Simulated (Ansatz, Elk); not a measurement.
# GaCu2SnSe2O2: X-ray structure factors from the self-consistent density

Structure refinements treat a crystal as free atoms side by side. For a made-up structure of GaCu2SnSe2O2 (cell and positions from a PBEsol relaxation) the runs below show what the calculated density changes in F(hkl).

Main program and level: Elk 11.2.3 (patched build); DFT, PBE, all-electron APW+lo, Dirac cores, scalar-relativistic bands, static density, no spin.

The structure was built from a prototype and need not be the compound's stable phase.

**1. Starting point**

Symmetry: C2, No. 5, monoclinic system. Conventional cell: a = 6.691 Å, b = 10.675 Å, c = 4.831 Å, α = 90.00°, β = 127.30°, γ = 90.00°. Sn has 2 O at 2.33 Å and 2 Se at 2.81 Å and 2 Cu at 2.84 Å nearest. Se has 2 Cu at 2.38 to 2.45 Å and 1 Ga at 2.43 Å and 1 Sn at 2.81 Å nearest. Nearest to Ga lie 2 O at 1.88 Å and 2 Se at 2.43 Å. Cu has 2 O at 2.02 Å and 2 Se at 2.38 Å nearest. Nearest to Cu lie 2 O at 2.04 Å and 2 Se at 2.45 Å. O has 1 Ga at 1.88 Å and 2 Cu at 2.02 to 2.04 Å and 1 Sn at 2.33 Å nearest. Farther neighbours and most contacts between anions are not listed.

Coordinates:

```cif
data_structure
_symmetry_space_group_name_H-M 'C2'
_symmetry_Int_Tables_number 5
_cell_length_a 6.6912
_cell_length_b 10.6752
_cell_length_c 4.8312
_cell_angle_alpha 90.000
_cell_angle_beta 127.296
_cell_angle_gamma 90.000
_cell_volume 274.53
loop_
_atom_site_label
_atom_site_type_symbol
_atom_site_symmetry_multiplicity
_atom_site_Wyckoff_symbol
_atom_site_fract_x
_atom_site_fract_y
_atom_site_fract_z
_atom_site_occupancy
Sn1 Sn 2 a 0.50000 0.93734 0.00000 1
Se1 Se 4 c 0.72788 0.64355 0.97206 1
Ga1 Ga 2 b 0.00000 0.76550 0.50000 1
Cu1 Cu 2 a 0.00000 0.97884 0.00000 1
Cu2 Cu 2 b 0.50000 0.79699 0.50000 1
O1 O 4 c 0.19172 0.87097 0.43293 1
```

**2. Ground state and structure factors**

An all-electron density is needed, since X-rays see the cores too. Task 0 finds the density and task 195 Fourier-transforms it; tshift is off so that phases refer to the origin typed.

Contents of elk.in:

```
tasks
  0
  195

xctype
  20

spinpol
  .false.

rgkmax
  7.0

gmaxvr
  14.0

lmaxo
  7

lmaxapw
  8

swidth
  0.002

tshift
  .false.

ramdisk
  .false.

hmaxvr
  5.5

maxscl
  120

epspot
  1e-06

sppath
  './'

avec
  7.29659182755 -10.08660475585 0.36361644132
  7.29659182755 10.08660475585 0.36361644132
  -6.92630934795 -0.00000000000 5.94781005888

atoms
  5
  'Sn.in'
  1
  0.4373360600 0.5626639400 -0.0000000000   0.000000 0.000000 0.000000
  'Se.in'
  2
  0.3714233811 0.0843333622 0.4836951965   0.000000 0.000000 0.000000
  0.9156666378 0.6285766189 0.5163048035   0.000000 0.000000 0.000000
  'Ga.in'
  1
  0.7654984083 0.2345015917 0.5000000000   0.000000 0.000000 0.000000
  'Cu.in'
  2
  0.9788410985 0.0211589015 0.0000000000   0.000000 0.000000 0.000000
  0.2969934363 0.7030065637 0.5000000000   0.000000 0.000000 0.000000
  'O.in'
  2
  0.0626928871 0.3207519091 0.9505110957   0.000000 0.000000 0.000000
  0.6792480909 0.9373071129 0.0494889043   0.000000 0.000000 0.000000

ngridk
  5 5 7
```

Launch:

```sh
> OMP_NUM_THREADS=4 elk
```

Numbers of over 12 decimals in the logs are rounded to 6 here.

The program printed:

```text
┌─────────────────────────┐
│ Elk code version 11.2.3 │
└─────────────────────────┘

All units are atomic (Hartree, Bohr, etc.)

┌─────────────────────────────────────────────────┐
│ Ground-state run starting from atomic densities │
└─────────────────────────────────────────────────┘

Lattice vectors :
   7.296591828      -10.08660476      0.3636164413
   7.296591828       10.08660476      0.3636164413
  -6.926309348      -0.000000000       5.947810059

Reciprocal lattice vectors :
  0.4069405596     -0.3114618575      0.4738880654
  0.4069405596      0.3114618575      0.4738880654
 -0.4975622175E-01 -0.3310958169E-18  0.9984445140

Unit cell volume      :    926.2985510
Brillouin zone volume :   0.2677864638

Muffin-tin inner radius fraction :   0.1000000000E-01

Nuclei treated as point charges

Species : 1 (Sn)
 parameters loaded from : Sn.in
 name : tin
 nuclear charge    :   -50.00000000
 electronic charge :    50.00000000
 atomic mass :    216395.0922
 muffin-tin radius :    2.600000000
 number of radial points in muffin-tin :   1193
 inner part over the whole radius :   0.9914297220E-02
 number on inner part of muffin-tin    :    850
 approximate nuclear radius :   0.8828114845E-04
 number of mesh points to nuclear radius :    428
 atomic positions (lattice), magnetic fields (Cartesian) :
  1 :   0.43733606  0.56266394  0.00000000    0.00000000  0.00000000  0.00000000

Species : 2 (Se)
 parameters loaded from : Se.in
 name : selenium
 nuclear charge    :   -34.00000000
 electronic charge :    34.00000000
 atomic mass :    143935.2749
 muffin-tin radius :    2.227666878
 number of radial points in muffin-tin :    993
 inner part over the whole radius :   0.9878477654E-02
 number on inner part of muffin-tin    :    701
 approximate nuclear radius :   0.7785908700E-04
 number of mesh points to nuclear radius :    344
 atomic positions (lattice), magnetic fields (Cartesian) :
  1 :   0.37142338  0.08433336  0.48369520    0.00000000  0.00000000  0.00000000
  2 :   0.91566664  0.62857662  0.51630480    0.00000000  0.00000000  0.00000000

Species : 3 (Ga)
 parameters loaded from : Ga.in
 name : gallium
 nuclear charge    :   -31.00000000
 electronic charge :    31.00000000
 atomic mass :    127097.2539
 muffin-tin radius :    1.998014178
 number of radial points in muffin-tin :    993
 inner part over the whole radius :   0.9865166021E-02
 number on inner part of muffin-tin    :    698
 approximate nuclear radius :   0.7562051033E-04
 number of mesh points to nuclear radius :    343
 atomic positions (lattice), magnetic fields (Cartesian) :
  1 :   0.76549841  0.23450159  0.50000000    0.00000000  0.00000000  0.00000000

Species : 4 (Cu)
 parameters loaded from : Cu.in
 name : copper
 nuclear charge    :   -29.00000000
 electronic charge :    29.00000000
 atomic mass :    115837.2717
 muffin-tin radius :    2.227666878
 number of radial points in muffin-tin :    993
 inner part over the whole radius :   0.9954619575E-02
 number on inner part of muffin-tin    :    700
 approximate nuclear radius :   0.7406004541E-04
 number of mesh points to nuclear radius :    338
 atomic positions (lattice), magnetic fields (Cartesian) :
  1 :   0.97884110  0.02115890  0.00000000    0.00000000  0.00000000  0.00000000
  2 :   0.29699344  0.70300656  0.50000000    0.00000000  0.00000000  0.00000000

Species : 5 (O)
 parameters loaded from : O.in
 name : oxygen
 nuclear charge    :   -8.000000000
 electronic charge :    8.000000000
 atomic mass :    29165.12205
 muffin-tin radius :    1.498510634
 number of radial points in muffin-tin :    593
 inner part over the whole radius :   0.9795172550E-02
 number on inner part of muffin-tin    :    405
 approximate nuclear radius :   0.5115538663E-04
 number of mesh points to nuclear radius :    175
 atomic positions (lattice), magnetic fields (Cartesian) :
  1 :   0.06269289  0.32075191  0.95051110    0.00000000  0.00000000  0.00000000
[...]
at k-point 46

Charges :
 core                        :    112.0000000
 valence                     :    111.0000000
 interstitial                :    13.12656907
 muffin-tins (core leakage)
  species : 1 (Sn)
[...]
species : 2 (Se)
[...]
species : 3 (Ga)
[...]
species : 4 (Cu)
[...]
species : 5 (O)
[...]
total in muffin-tins        :    209.8734309
 total calculated charge     :    222.9934662
 total charge                :    223.0000000
 error                       :   0.6533843668E-02

RMS change in Kohn-Sham potential (target) :   0.7985382066     (  0.1000000000E-05)
Absolute change in total energy (target)   :   0.6077689091     (  0.1000000000E-03)

[... loops 3 to 21 left out ...]

┌──────────────────┐
│ Loop number : 22 │
└──────────────────┘

Energies :
 Fermi                       :     0.208218
 sum of occupied eigenvalues :     -9632.2091446741
 electron kinetic            :      16981.548800703
 core electron kinetic       :      15790.141838419
 Coulomb                     :     -32856.175487016
 Coulomb potential           :     -25872.432669700
 nuclear-nuclear             :     -1984.8804757665
 electron-nuclear            :     -35913.469656534
 Hartree                     :      5042.1746452844
 Madelung                    :     -19919.959152166
 xc potential                :     -741.32527567653
 exchange                    :     -558.67726558411
 correlation                 :     -10.898420372829
 electron entropic           :    -0.11200350023519E-02
 total energy                :     -16444.203492305

Density of states at Fermi energy :    84.11000962
 (states/Hartree/unit cell)

Estimated indirect band gap :   0.2032548269E-02
 from k-point 8 to k-point 44
Estimated direct band gap   :   0.6186400009E-02
 at k-point 48

Charges :
 core                        :    112.0000000
 valence                     :    111.0000000
 interstitial                :    12.86711218
 muffin-tins (core leakage)
  species : 1 (Sn)
[...]
species : 2 (Se)
[...]
species : 3 (Ga)
[...]
species : 4 (Cu)
[...]
species : 5 (O)
[...]
total in muffin-tins        :    210.1328878
 total calculated charge     :    222.9934526
 total charge                :    223.0000000
 error                       :   0.6547435475E-02

RMS change in Kohn-Sham potential (target) :   0.7499035427E-06 (  0.1000000000E-05)
Absolute change in total energy (target)   :   0.8879414963E-05 (  0.1000000000E-03)

Convergence targets achieved

┌──────────────────┐
│ Loop number : 23 │
└──────────────────┘

Energies :
 Fermi                       :     0.208218
 sum of occupied eigenvalues :     -9632.2091435450
 electron kinetic            :      16981.548815344
 core electron kinetic       :      15790.141844583
 Coulomb                     :     -32856.175494695
 Coulomb potential           :     -25872.432664511
 nuclear-nuclear             :     -1984.8804757665
 electron-nuclear            :     -35913.469676165
 Hartree                     :      5042.1746572367
 Madelung                    :     -19919.959162440
 xc potential                :     -741.32529437748
 exchange                    :     -558.67726604912
 correlation                 :     -10.898420412865
 electron entropic           :    -0.11200344268165E-02
 total energy                :     -16444.203485848

Density of states at Fermi energy :    84.10997690
 (states/Hartree/unit cell)

Estimated indirect band gap :   0.2032549621E-02
 from k-point 8 to k-point 44
Estimated direct band gap   :   0.6186404761E-02
 at k-point 48

Charges :
 core                        :    112.0000000
 valence                     :    111.0000000
 interstitial                :    12.86711197
 muffin-tins (core leakage)
  species : 1 (Sn)
[...]
species : 2 (Se)
[...]
species : 3 (Ga)
[...]
species : 4 (Cu)
[...]
atom 2                    :    27.84114990     (  0.4158712403E-03)
  species : 5 (O)
   atom 1                    :    6.775902341     (  0.1149620477E-06)
   atom 2                    :    6.775902341     (  0.1149620477E-06)
 total in muffin-tins        :    210.1328880
 total calculated charge     :    222.9934526
 total charge                :    223.0000000
 error                       :   0.6547435359E-02

┌──────────────────────────────┐
│ Self-consistent loop stopped │
└──────────────────────────────┘

Warning : core states of species 2 leak from the muffin-tin :   0.1802044504E-03

Warning : core states of species 3 leak from the muffin-tin :   0.6131120956E-02

Warning : core states of species 4 leak from the muffin-tin :   0.4172044057E-03

Wrote STATE.OUT
```

Wall time 8.3 min (4 threads of Arm Neoverse V1, shared host); peak memory 0.33 GiB.

SFACRHO.OUT:

```text

h k l indices transformed by vhmat matrix:
   1.000000000       0.000000000       0.000000000    
   0.000000000       1.000000000       0.000000000    
   0.000000000       0.000000000       1.000000000    

      h      k      l  multipl.   |H|            Re(F)            Im(F)           |F|

      0      0      0      1   0.0000000       223.00000     -0.21475622E-16   223.00000    
     -1      1      0      1  0.62292372      -7.2233277       14.061552       15.808343    
      1     -1      0      1  0.62292372      -7.2233277      -14.061552       15.808343    
      1      0      0      2  0.69798210      -11.935601       14.452308       18.743739    
     -1      0      0      2  0.69798210      -11.935601      -14.452308       18.743739    
     -1      0      1      2  0.76206293      -11.572994      -14.203774       18.321610    
      1      0     -1      2  0.76206293      -11.572994       14.203774       18.321610    
     -1     -1      1      2  0.86512239       63.736071      0.63069720E-13   63.736071    
      0      0     -1      2  0.99968351      -28.906444     -0.17474731E-13   28.906444    
      0     -2      1      2   1.0660538       88.033679       49.318091       100.90690    
     -2      0      1      2   1.0660538       88.033679      -49.318091       100.90690    
      1     -2      0      2   1.1239426       7.5099922       39.271645       39.983273    
     -2      1      0      2   1.1239426       7.5099922      -39.271645       39.983273    
      1     -2      1      2   1.1648209      -3.5267040       18.642123       18.972780    
     -1      2     -1      2   1.1648209      -3.5267040      -18.642123       18.972780    
     -1      1      1      2   1.1778799       110.29686       83.624048       138.41379    
      1     -1     -1      2   1.1778799       110.29686      -83.624048       138.41379    
      2     -2      0      1   1.2458474      -8.5225413      -45.027234       45.826690
```

Elk indexes on the primitive cell of elk.in and gives |H| = 4π sin θ/λ in inverse bohr. Below, one row stands for each form hkl of the conventional cell (m members, Friedel mates merged), F is for one primitive cell and the density is static (no thermal factor). Free-atom factors are Waasmaier and Kirfel's, and R is Σm||F|−|F'||/Σm|F|.

```
   hkl  m  sin θ/λ (Å⁻¹)  abs F, DFT  neutral atoms   diff.  abs of complex diff.
   020  2          0.094      15.808         15.690  +0.118                 0.125
   110  4          0.105      18.744         18.879  -0.135                 0.137
1 1 -1  4          0.115      18.322         18.215  +0.106                 0.109
   001  2          0.130      63.736         63.864  -0.128                 0.128
2 0 -1  2          0.150      28.906         29.160  -0.254                 0.254
   021  4          0.160     100.907        100.911  -0.004                 0.735
   130  4          0.169      39.983         39.975  +0.008                 0.379
1 3 -1  4          0.175      18.973         18.913  +0.059                 0.068
2 2 -1  4          0.177     138.414        138.284  +0.130                 0.839
   040  2          0.187      45.827         45.549  +0.278                 0.916
   200  2          0.188      51.788         52.854  -1.066                 1.066
   111  4          0.207      33.954         33.429  +0.525                 0.767
2 0 -2  2          0.209      45.774         46.900  -1.126                 1.126
   220  4          0.210      94.926         95.422  -0.495                 0.511
```

(Part 1 of 2 ends here.)

[Logs are printed without paths, hosts, clocks, repeated set-up lines and the standing remarks that a program may print on its own settings, such as how far it seeks lower states.]

[Hosts, paths, dates, database ids (printed as entryN), source tags and the programs' standing remarks are cut or masked in the printed files.]
